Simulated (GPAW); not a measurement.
# A Zr chain with one atom pushed aside at constant bond length: a series of junctions, part 2 of 2

How does transport respond as one structural variable is stepped? The junctions: a Zr chain with one atom pushed aside at constant bond length.

GPAW 26.7.0; GPAW LCAO, PAW setups; Landauer transmission from Green's functions with principal layers (ASE), zero bias.

So far, conductance (G₀): step 2 (member of the series, offset 0.3 Å) 4.35; step 3 (another cell, offset 0.6 Å) 4.14; step 4 (another cell, offset 0.9 Å) 3.91; step 5 (another cell, offset 1.2 Å) 3.44.

## Step 7: Density threshold 1e-06: conv = 1e-06

The Hamiltonian is taken from the last density. The density threshold is one of the tests that end the cycle; the energy must settle too, so a loose value may not be the test that decides.

run.py

```python
import json
import numpy as np
from ase import Atoms
from ase.transport.calculators import TransportCalculator
from gpaw import GPAW, FermiDirac
from gpaw.lcao.tools import get_lcao_hamiltonian
from scipy.linalg import eigh

# The junction with lead layers at both ends, along the third cell vector
device = Atoms(
    ['Zr', 'Zr', 'Zr', 'Zr', 'Zr', 'Zr', 'Zr', 'Zr', 'Zr', 'Zr', 'Zr', 'Zr', 'Zr'],
    positions=[
        [4.50000, 4.50000, 1.30000],
        [4.50000, 4.50000, 3.90000],
        [4.50000, 4.50000, 6.50000],
        [4.50000, 4.50000, 9.10000],
        [4.50000, 4.50000, 11.70000],
        [4.50000, 4.50000, 14.30000],
        [4.80000, 4.50000, 16.88263],
        [4.50000, 4.50000, 19.46527],
        [4.50000, 4.50000, 22.06527],
        [4.50000, 4.50000, 24.66527],
        [4.50000, 4.50000, 27.26527],
        [4.50000, 4.50000, 29.86527],
        [4.50000, 4.50000, 32.46527]],
    cell=[[9.0, 0.0, 0.0], [0.0, 9.0, 0.0], [0.0, 0.0, 33.76527]],
    pbc=True)

# One principal layer of the lead: the first 4 atoms of the device
lead = Atoms(
    ['Zr', 'Zr', 'Zr', 'Zr'],
    positions=[
        [4.50000, 4.50000, 1.30000],
        [4.50000, 4.50000, 3.90000],
        [4.50000, 4.50000, 6.50000],
        [4.50000, 4.50000, 9.10000]],
    cell=[[9.0, 0.0, 0.0], [0.0, 9.0, 0.0], [0.0, 0.0, 10.4]],
    pbc=True)

settings = dict(mode='lcao', basis='dzp', xc='PBE', h=0.2,
                occupations=FermiDirac(0.1), maxiter=250,
                mixer=dict(beta=0.1, nmaxold=8, weight=100.0),
                convergence=dict(density=1e-06))
energies = np.arange(-3, 3 + 1e-9, 0.075)
eta = 0.0001
n1, n2 = 1, 1
# k and -k transmit alike, so half of the mesh across the current serves
mesh = [(i, j) for i in range(n1) for j in range(n2) if (i, j) <= (-i % n1, -j % n2)]
weights = np.array([1 if (i, j) == (-i % n1, -j % n2) else 2 for i, j in mesh]) / (n1 * n2)

# [... helper functions left out ...]
fermi_lead = ground_state(lead, (1, 1, 11), 'lead.txt')
fermi_device = ground_state(device, (1, 1, 3), 'device.txt')
# [... loop over the mesh left out, but for ...]
        # Shift the lead onto the potential of the device's first layer
        shift = ((H[:, 0, 0] - H0[:, 0, 0]) / S0[0, 0]).real.mean()
# [...]
kT = 8.617333e-5 * 300
bias = [0.1, 0.2, 0.5, 1.0, 1.5, 2.0]
# [... integrals and printing left out ...]
```

Started as:

```sh
OMP_NUM_THREADS=1 OPENBLAS_NUM_THREADS=1 python run.py
```

Elapsed: 4.1 min, on 1 thread of Arm Neoverse V1, shared host; peak memory 1.3 GiB.

This step gave:

```yaml
conductance: 4.345 G₀
largest_misfit_of_the_first_principal_layer: 0.002215 eV
shift_that_aligns_the_lead: -5.82e-4 eV
transmission_at_the_fermi_level_one_spin: 3.983
```

One spin. The transmission, zone mean by energy, zero at the Fermi level:

energy (eV), transmission, zone mean and a bar:
```
    -3.00       0.00 
    -2.77       0.00 
    -2.55       0.76 ####
    -2.40       0.99 #####
    -2.17       0.99 #####
    -1.95       1.00 #####
    -1.73       1.00 #####
    -1.57       0.99 #####
    -1.35       2.88 ##############
    -1.12       2.90 ###############
    -0.90       3.96 ####################
    -0.75       3.98 ####################
    -0.53       3.99 ####################
    -0.30       3.99 ####################
    -0.07       3.99 ####################
     0.00       3.98 ####################
     0.07       5.71 #############################
     0.30       5.97 ##############################
     0.53       5.98 ##############################
     0.60       5.98 ##############################
     0.75       5.98 ##############################
     0.90       5.96 ##############################
     1.12       5.26 ##########################
     1.35       3.97 ####################
     1.57       3.97 ####################
     1.73       3.96 ####################
     1.95       1.99 ##########
     2.17       1.98 ##########
     2.40       1.00 #####
     2.55       1.00 #####
     2.77       1.00 #####
     3.00       1.00 #####
```

Not self-consistent under bias; the bias window is split evenly. Table of current through one cell, from the zero-bias transmission by bias:

```csv
bias (V),"current through one cell, from the zero-bias transmission (mA)"
0.100,0.0342
0.200,0.0704
0.500,0.185
1.000,0.378
1.500,0.571
2.000,0.761
```

The transmission of the three most open eigenchannels by energy, zero at the Fermi level:

```csv
energy (eV),channel 1,channel 2,channel 3
-2.7750,2.7e-8,7.8e-12,6.2e-12
-2.4750,0.979,2.6e-8,7.9e-12
-2.2500,0.993,2.5e-8,7.8e-12
-2.0250,0.995,2.4e-8,7.6e-12
-1.7250,0.996,2.2e-8,0
-1.5000,0.996,0.967,0.725
-1.2750,0.998,0.991,0.913
-0.9750,0.998,0.996,0.988
-0.7500,0.998,0.997,0.997
-0.5250,0.999,0.998,0.997
-0.2250,0.999,0.998,0.998
0.0000,0.999,0.999,0.993
0.2250,0.999,0.999,0.998
0.5250,0.999,0.999,0.998
0.7500,0.999,0.999,0.997
0.9750,0.999,0.998,0.997
1.2750,0.999,0.996,0.989
1.5000,0.999,0.995,0.992
1.7250,0.999,0.992,0.989
2.0250,0.998,0.990,1.2e-8
2.2500,0.997,0.974,1.1e-8
2.4750,0.998,1.2e-8,5.2e-9
2.7750,0.998,8.3e-9,1.0e-11
3.0000,0.997,6.8e-9,1.0e-11
```

The conductance equals that of the unchanged run to 0.2 %.

## Step 8: Results

```yaml
conductance_first_and_last_member: 4.35 and 3.44 G₀
largest_and_smallest: 4.35 and 3.44 G₀
```

**Reading.** As the sideways shift goes from 0.3 to 1.2 Å, the conductance goes from 4.35 to 3.44 G₀. The conductance falls at every step of the series. The geometry was built from estimated bond lengths and not relaxed, so the numbers describe this model structure. The run had no spin polarisation, so a magnetic state, which chains and small molecules with open shells often have, wasn't tested. An evenly spaced straight chain is an idealisation: free chains tend to dimerise, zigzag or, where a band edge lies near the Fermi level, turn magnetic. The currents use the zero-bias T(E) throughout, which holds only while the bias is small against the distance to the nearest feature. Within about eight thermal energies of the Fermi level ln T(E) bends sharply from one computed energy to the next, or the lead's channel count changes, so the thermal averages, above all the thermopower, rest on an interpolation that may be rough.

[Logs are printed without paths, hosts, clocks, repeated set-up lines and the standing remarks that a program may print on its own settings, such as how far it seeks lower states.]

[Hosts, paths, dates, database ids (printed as entryN), source tags and the programs' standing remarks are cut or masked in the printed files.]
